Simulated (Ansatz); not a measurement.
An input for Ansatz 0.2.0 (BaZnPF (P4/nmm)):

```yaml
crystal:
  lattice:
    - [4.15634, 0.0, 0.0]
    - [0.0, 4.15634, 0.0]
    - [0.0, 0.0, 9.45743]
  atoms:
    - { symbol: Ba, position: [0.5, 0.0, 0.33177] }
    - { symbol: Ba, position: [0.0, 0.5, 0.66823] }
    - { symbol: Zn, position: [0.5, 0.5, 0.0] }
    - { symbol: Zn, position: [0.0, 0.0, 0.0] }
    - { symbol: P, position: [0.0, 0.5, 0.1491] }
    - { symbol: P, position: [0.5, 0.0, 0.8509] }
    - { symbol: F, position: [0.5, 0.5, 0.5] }
    - { symbol: F, position: [0.0, 0.0, 0.5] }
kpoints:
  mp_grid: { grid: [6, 6, 4] }
hamiltonian:
  xc: pbe
  pseudopotentials: { kind: paw, azcp: { folder: soft_1 } }
scf:
  occupations: { method: fixed }
gw:
  n_empty_bands: 370
  ecut_chi: 100
  qp_bands: [v2, c2]
  qp_kpoints: band_edges
  screening: { model: contour_deformation }
```

```sh
ansatz run input.yaml --threads 2 --pin off --max-ram 92160MiB --backend cuda --events-out ev --progress --plain --runs-dir out --devices 1 --max-vram 13GiB
```

**Question.** Estimate wall time and host memory on 1 × NVIDIA H100 80GB HBM3 (shared by 6 runs) with 2 threads of AMD EPYC 7R13 (Zen 3), shared host.

It took 2 min; on shared hardware allow 61 s to 4 min. Peak host memory was 2.7 GiB. The sizes that set the cost: 3159 plane waves a state, 30 irreducible k points, 404 bands summed, 379 plane waves in the screening and 14 SCF cycles.

The screening grows as filled bands × empty bands × pairs of k points, times the square of the screening basis for the matrix.

[Paths, hosts, dates, memory and timing lines, banners, echoed tables and standing remarks are left out of the program output.]

[Logs are printed without paths, hosts, clocks, repeated set-up lines and the standing remarks that a program may print on its own settings, such as how far it seeks lower states.]

[Runs of the session that timed out or met a known fault of the program may be left out.]

[Cells called generated may have been cut or substituted from an entry of the Crystallography Open Database or the Materials Project.]

[Hosts, paths, dates, database ids (printed as entryN), source tags and the programs' standing remarks are cut or masked in the printed files.]
